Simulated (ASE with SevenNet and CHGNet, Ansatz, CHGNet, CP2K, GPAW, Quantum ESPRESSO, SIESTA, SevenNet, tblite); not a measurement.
## Running random packing of C71N29 (at. %) (109 atoms) with machine-learned potentials

Wanted: machine-learned potentials inputs and outputs for random packing of C71N29 (at. %) (109 atoms), checked against a plane-wave reference.

Main program and level: ASE with SevenNet and CHGNet; the method is named at each step.

### 1. Set-up

The cell holds 109 atoms: 77 C and 32 N. Cell: a = 9.809 Å, b = 9.809 Å, c = 9.809 Å, α = 90.0°, β = 90.0°, γ = 90.0°. 109 atoms (77 C, 32 N) packed at random in a cube at 2.42 g/cm³ and pushed apart as soft spheres; a start for melting by ab initio MD, not an equilibrated structure. Then every atom was moved at random, 0.03 Å r.m.s. a Cartesian component.

The yardstick, on the same geometry:

| Quantity | Value |
| --- | --- |
| method | Kohn-Sham DFT, PBE, SSSP efficiency 1.3.0 pseudopotentials, plane waves (Quantum ESPRESSO 7.5); sssp-pbe-1.3.0-efficiency, cutoffs 60/480 Ry, Γ point |
| r.m.s. force component | 1.939 eV/Å |
| longest force | 8.589 eV/Å |
| pressure | -23.83 GPa |
| time | 2 min on 4 MPI ranks of Arm Neoverse V2, shared host |
| CPU time | 8.1 min |

### 2. SevenNet l3i5 potential

Method: machine-learned interatomic potential SevenNet l3i5, trained on PBE(+U) plane-wave data.

Input file run.py:

```python
import numpy as np
from ase.io import read
import mlip  # loads the published weights by name

atoms = read("structure.xyz")
atoms.calc = mlip.calc("7net-l3i5")
energy = atoms.get_potential_energy()
forces = atoms.get_forces()
print(f"energy {energy:.6f} eV")
print("forces (eV/A)")
for i, (a, f) in enumerate(zip(atoms, forces)):
    print(f"{i:4d} {a.symbol:2s} {f[0]:10.5f} {f[1]:10.5f} {f[2]:10.5f}")
stress = -atoms.get_stress(voigt=False) * 160.21766
print("stress (GPa, compression positive)")
for row in stress:
    print(" ".join(f"{x:10.4f}" for x in row))
```

Input file structure.xyz:

```xyz
109
Lattice="9.80880 0.00000 0.00000 0.00000 9.80880 0.00000 0.00000 0.00000 9.80880" Properties=species:S:1:pos:R:3 pbc="T T T"
C 4.67056 5.25487 7.32148
C 0.20167 8.98820 5.13756
C 3.55638 0.60481 7.40859
C 3.51861 2.66191 1.77353
C 3.30959 7.64871 1.97275
C 0.46906 6.19681 3.80140
C 5.53824 1.32350 1.82444
C 6.91579 7.48156 4.73029
C 8.73425 5.68704 8.22615
C 6.27910 2.00306 4.60994
C 1.69123 2.43052 1.80443
C 1.85700 3.36108 5.92461
C 7.45224 5.95002 2.07495
C 5.89048 7.07499 0.42874
C 2.39688 2.96010 4.04466
C 7.75268 0.60618 1.79275
C 0.72948 0.36165 3.75030
C 4.09007 7.24105 0.35312
C 1.98981 5.26428 4.45172
C 7.61545 2.58226 0.00579
C 1.17961 8.22762 2.25426
C 5.21367 3.04338 6.00436
C 9.41400 4.79287 5.47537
C 1.85406 0.61158 5.58425
C 1.62885 0.80432 8.72267
C 4.55295 9.00830 8.47598
C 6.36258 5.84340 3.70488
C 0.79294 4.97561 8.52659
C 8.28824 4.10626 2.63396
C 1.51379 4.99886 0.94655
C 0.66249 4.73912 2.78079
C 7.12070 5.59504 8.79741
C 7.69903 0.93066 4.99474
C 0.34488 7.25528 7.69785
C 6.05782 9.63057 2.84799
C 0.79902 2.76432 3.83151
C 2.84396 0.81276 0.29897
C 8.79182 1.82777 8.09422
C 7.25086 4.35668 4.85055
C 9.17084 9.57780 2.34205
C 4.56001 5.04682 2.78109
C 3.87399 4.96512 0.12241
C 6.42270 6.31020 5.74580
C 5.50489 4.17659 4.49606
C 4.44368 5.26193 5.73648
C 2.60021 8.45666 0.10780
C 9.12003 2.04249 4.58669
C 9.35357 2.78178 2.71978
C 7.40692 9.01183 3.56501
C 0.78166 1.89771 5.75325
C 1.57029 7.35219 4.96335
C 8.24096 6.37248 5.36757
C 0.26072 8.65793 8.90698
C 2.67172 4.82289 6.54983
C 0.20422 3.48261 7.10540
C 0.24836 3.02543 0.69976
[... 49 atom lines left out ...]
N 4.51931 3.16579 3.13440
N 5.04084 3.51420 7.74621
N 4.86232 0.99716 9.07275
N 9.36093 1.15548 1.08662
```

Started as:

```
OMP_NUM_THREADS=1 python run.py > output.txt
```

Log:

```text
energy -581.519775 eV
forces (eV/A)
   0 C    -0.42115   -1.21969   -0.80790
   1 C     2.19794   -1.99319   -2.46155
   2 C     0.45454   -0.67305   -0.91659
   3 C    -0.63829    4.02626    0.00629
   4 C     0.81844   -0.74926   -1.96260
   5 C     3.20968    1.10068   -0.17684
   6 C     0.90601   -2.45189    1.46140
   7 C     0.28606   -1.68578   -0.05340
   8 C    -1.71341    1.47870   -2.13716
   9 C     1.54352   -4.07402    3.85193
  10 C     1.34433   -1.96129   -1.43487
  11 C     0.56136   -0.94282   -0.55375
  12 C     1.52235    2.28186    1.89344
  13 C    -1.97594    0.66082    0.20099
  14 C    -1.36722   -2.57499    1.74304
  15 C     2.90301    2.27226    0.40492
  16 C    -1.38135    0.01680    0.01494
  17 C    -2.27677    1.75980    1.74315
  18 C     0.55894    3.40269   -1.91137
  19 C    -1.29766    0.49649   -2.43736
  20 C    -1.95429   -2.53689    2.22693
  21 C    -0.50819   -1.94495   -0.78562
  22 C    -0.51470    0.90579   -0.37511
  23 C    -0.78408    2.00173   -2.62136
[...]
101 N     0.39928    1.32121   -1.22345
 102 N    -3.56530   -0.23911    2.22816
 103 N    -1.87204    1.81444    2.12205
 104 N    -0.03700    1.50837   -1.95957
 105 N    -0.91434   -0.04889   -2.52824
 106 N     0.60280    2.45837   -2.95355
 107 N    -1.58658   -0.30435   -1.63555
 108 N    -1.42371   -2.07573   -0.63135
stress (GPa, compression positive)
  -28.0752     0.1017    -0.9683
    0.1017   -29.6035     0.5751
   -0.9683     0.5751   -25.9463
```

Run time: 12 s. Hardware: 1 thread of Arm Neoverse V2, shared host; peak memory 2.4 GiB.

Banners, paths, timers and routine set-up lines are dropped from the logs unmarked, and long logs keep their key lines alone; longer cuts are marked.

Against the reference:

```yaml
r_m_s_force_component: 1.866 eV/Å
r_m_s_difference_of_force_components: 713.9 meV/Å
longest_difference_of_force_vectors: 3195 meV/Å
force_difference_over_r_m_s_force: 36.81 %
slope_of_forces_against_the_reference_s: 0.8953
correlation_of_force_components: 0.9303
pressure: -27.88 GPa
pressure_difference: -4.042 GPa
```

Length of the force difference by element (eV/Å):

| element | atoms | mean | most |
| --- | --- | --- | --- |
| C | 77 | 1.0 | 2.5 |
| N | 32 | 1.3 | 3.2 |

The surroundings of C13, picked at random, nearest first, numbered as they follow in the input and with coordinates relative to it.

| atom | x | y | z | distance (Å) | Fx | Fy | Fz (eV/Å) |
| --- | --- | --- | --- | --- | --- | --- | --- |
| C13 | 0.00 | 0.00 | 0.00 | 0.00 | 1.52 | 2.28 | 1.89 |
| N88 | 0.69 | 1.43 | 0.59 | 1.69 | 1.14 | -4.55 | -4.09 |
| N86 | 0.54 | -1.26 | -1.32 | 1.90 | 0.23 | 1.28 | 2.26 |
| N98 | 1.78 | 0.61 | -0.50 | 1.94 | -2.83 | 1.39 | 1.01 |
| C27 | -1.09 | -0.11 | 1.63 | 1.96 | 1.23 | -0.90 | -0.58 |
| C29 | 0.84 | -1.84 | 0.56 | 2.10 | -2.05 | -0.03 | -0.21 |
| N97 | -0.68 | -2.39 | 0.19 | 2.49 | 5.79 | -3.18 | 1.92 |
| C14 | -1.56 | 1.12 | -1.65 | 2.53 | -1.98 | 0.66 | 0.20 |
| N92 | -1.93 | -1.33 | -1.36 | 2.71 | -4.33 | 1.54 | -4.09 |

Atoms are counted from 1 here, from 0 in the log.

Forces lie 37 % from the reference's, at 0.025 times its CPU time (on 1 against 4 cores).

### 3. CHGNet r2SCAN potential

Method: machine-learned interatomic potential CHGNet r2SCAN, trained on r2SCAN plane-wave data.

Changes to run.py since step 2:

```diff
@@ -5,3 +5,3 @@
 atoms = read("structure.xyz")
-atoms.calc = mlip.calc("7net-l3i5")
+atoms.calc = mlip.calc("chgnet-r2scan")
 energy = atoms.get_potential_energy()
```

structure.xyz is that of step 2.

Log:

```text
CHGNet vr2scan initialized with 412,525 parameters
CHGNet will run on cpu
energy -662.867004 eV
forces (eV/A)
   0 C    -1.01183   -0.75095   -2.89859
   1 C     2.84191   -1.25209   -2.68519
   2 C     0.05719    0.22881   -1.09491
   3 C     0.17533    3.68365   -0.06861
   4 C     0.58913   -0.78193   -1.00467
   5 C     3.21478    0.82673   -0.66536
   6 C     0.60966   -2.33632    1.24830
   7 C     0.09803   -2.30745    0.50713
   8 C    -2.41885    3.11030   -1.32783
   9 C     0.49231   -4.01348    2.26110
  10 C     1.37954   -2.04588   -0.92797
  11 C     0.97288   -1.13788   -0.91691
  12 C     0.41771    2.24964    1.32099
  13 C    -1.18690    0.56722    0.93656
  14 C    -4.95757   -3.42077    0.62995
  15 C     3.10454    3.31246   -0.25256
  16 C    -1.94649   -0.01649   -0.45654
  17 C    -3.37950    1.69810    0.43048
  18 C    -0.09373    3.56679   -1.47008
  19 C    -1.95083    0.19908   -2.26691
  20 C    -1.56554   -2.90429    1.33428
  21 C    -1.54213   -2.31336    0.03650
  22 C    -1.48889    0.02532   -2.56581
  23 C    -2.06208    1.37159   -1.69260
[...]
101 N     0.06748    1.10320   -0.94786
 102 N    -2.50664   -0.27361    2.68239
 103 N    -2.18402    2.05025    1.43063
 104 N     1.37345    1.72663   -0.28494
 105 N    -1.47325    0.76697   -1.99016
 106 N     1.00800    1.47351   -2.95525
 107 N    -2.23266    1.26749   -0.06843
 108 N    -0.87394   -1.70865   -0.86728
stress (GPa, compression positive)
  -22.5375     0.4245    -1.3917
    0.4245   -26.7764     0.1218
   -1.3917     0.1218   -21.8402
```

It took 4.7 s on 1 thread; peak memory 2.5 GiB.

Numbers from this run, and their distance from the reference:

| Property | Result |
| --- | --- |
| r.m.s. force component | 1.819 eV/Å |
| r.m.s. difference of force components | 747.7 meV/Å |
| longest difference of force vectors | 3112 meV/Å |
| force difference over r.m.s. force | 38.56 % |
| slope of forces against the reference's | 0.8655 |
| correlation of force components | 0.9228 |
| pressure | -23.72 GPa |
| pressure difference | 0.115 GPa |

Against the first run (37 %), the force difference from the reference is 39 %, at 0.38 times the CPU time; this potential was trained at another functional than the reference's, which explains only part of so large a difference.

### 4. SevenNet 0 potential

Method: machine-learned interatomic potential SevenNet 0, trained on PBE(+U) plane-wave data.

Changes to run.py since step 3:

```diff
@@ -5,3 +5,3 @@
 atoms = read("structure.xyz")
-atoms.calc = mlip.calc("chgnet-r2scan")
+atoms.calc = mlip.calc("7net-0")
 energy = atoms.get_potential_energy()
```

structure.xyz is that of step 3.

Log:

```text
energy -583.884644 eV
forces (eV/A)
   0 C     0.14345   -0.22502   -1.72095
   1 C     2.80729   -1.60842   -1.38381
   2 C    -0.82889   -0.42224   -0.84437
   3 C    -1.44716    3.83468    1.43618
   4 C     0.11040   -1.76625   -2.31231
   5 C     2.71791    1.11114   -0.85118
   6 C     0.61889   -2.33208    1.53480
   7 C     0.69873   -3.67005    0.66962
   8 C    -3.37200    2.88350   -1.19848
   9 C     1.09130   -2.87363    3.95005
  10 C     1.62675   -1.78304   -1.22955
  11 C     0.61370   -0.40218    0.27651
  12 C     1.22443    1.83067    2.12525
  13 C    -1.24855    1.26635    0.07475
  14 C    -3.81399   -2.33616    1.37868
  15 C     3.27226    3.10250    0.90503
  16 C    -0.67676    0.04983   -0.18515
  17 C    -2.14477    1.89525    1.30886
  18 C     1.00903    2.18694   -1.02977
  19 C    -1.67401    0.39910   -3.89396
  20 C    -1.07794   -2.83969    1.71959
  21 C     0.11935   -2.62260   -0.86425
  22 C    -0.68437    1.09416   -0.34654
  23 C    -1.89303    3.11166   -2.47139
[...]
101 N     0.28496    0.50434   -1.19082
 102 N    -1.91773   -0.47610    1.94690
 103 N    -2.12966    1.88004    2.23523
 104 N    -0.56630    1.57467   -0.86011
 105 N    -1.30646   -0.02806   -2.72526
 106 N     1.18708    1.76952   -2.40401
 107 N    -1.49346   -0.04884   -1.04984
 108 N    -1.52491   -2.61314    0.10246
stress (GPa, compression positive)
  -28.3533    -0.2582    -1.7802
   -0.2582   -29.9948     1.4969
   -1.7802     1.4969   -24.3117
```

Run time: 7.8 s. Hardware: 1 thread; peak memory 1.3 GiB.

Compared with the plane-wave run:

* r.m.s. force component: 1.938 eV/Å
* r.m.s. difference of force components: 759.4 meV/Å
* longest difference of force vectors: 3909 meV/Å
* force difference over r.m.s. force: 39.16 %
* slope of forces against the reference's: 0.9224
* correlation of force components: 0.9233
* pressure: -27.55 GPa
* pressure difference: -3.72 GPa

Against the first run (37 %), the force difference from the reference is 39 %, at 0.63 times the CPU time.

### 5. Side by side

Differences are against the plane-wave reference, forces as r.m.s. over components; share is that over the reference's r.m.s. force, slope the least-squares factor from reference forces to these. Total energies of different programs have different zeros and aren't compared.

| run | Δ force, r.m.s. (meV/Å) | share (%) | slope | Δ pressure (GPa) | cores | CPU time | memory (GiB) |
| --- | --- | --- | --- | --- | --- | --- | --- |
| reference | - | - | - | - | 4 | 8.1 min | 3.1 |
| SevenNet l3i5 potential | 714 | 36.8 | 0.895 | -4.04 | 1 | 12 s | 2.4 |
| CHGNet r2SCAN potential | 748 | 38.6 | 0.866 | 0.115 | 1 | 4.7 s | 2.5 |
| SevenNet 0 potential | 759 | 39.2 | 0.922 | -3.72 | 1 | 7.8 s | 1.3 |

Times of the machine-learned potentials are mostly Python's start and the loading of weights.

CPU time is summed over cores on a shared host, where runs went side by side, so it is rough. Symmetry, cutoffs, thresholds, outputs and thread counts weren't matched or tuned between programs; memory under MPI is the largest rank's times the ranks.

### 6. Summary of results

- nearest in forces: SevenNet l3i5 potential, 37 %
- its CPU time: 12 s

What this shows: Machine-learned potentials differ by 37 % (SevenNet l3i5 potential) to 39 % (SevenNet 0 potential); they were trained on other programs' data, some at another functional. The reference's pressure holds the uncorrected Pulay stress of its 60 Ry basis, so small pressure differences, and their order, may be the reference's own error. Machine-learned potentials mimic data converged in k, so the reference's own k-point error enters their differences. The reference's stress is far from hydrostatic: its diagonal is -24.5, -27.0, -19.9 GPa, compression counted positive. The reference's pressure of -24 GPa says that the cell would shrink at this level of theory. The electronic-structure runs sample only Γ, in a cell whose shortest periodic width is 10 Å, which is coarse for a cell with partly filled levels.

[Also dropped from logs without a mark: logging warnings of Python, and SIESTA's first energy breakdown and zero terms.]

[Logs are printed without paths, hosts, clocks, repeated set-up lines and the standing remarks that a program may print on its own settings, such as how far it seeks lower states.]

[Hosts, paths, dates, database ids (printed as entryN), source tags and the programs' standing remarks are cut or masked in the printed files.]
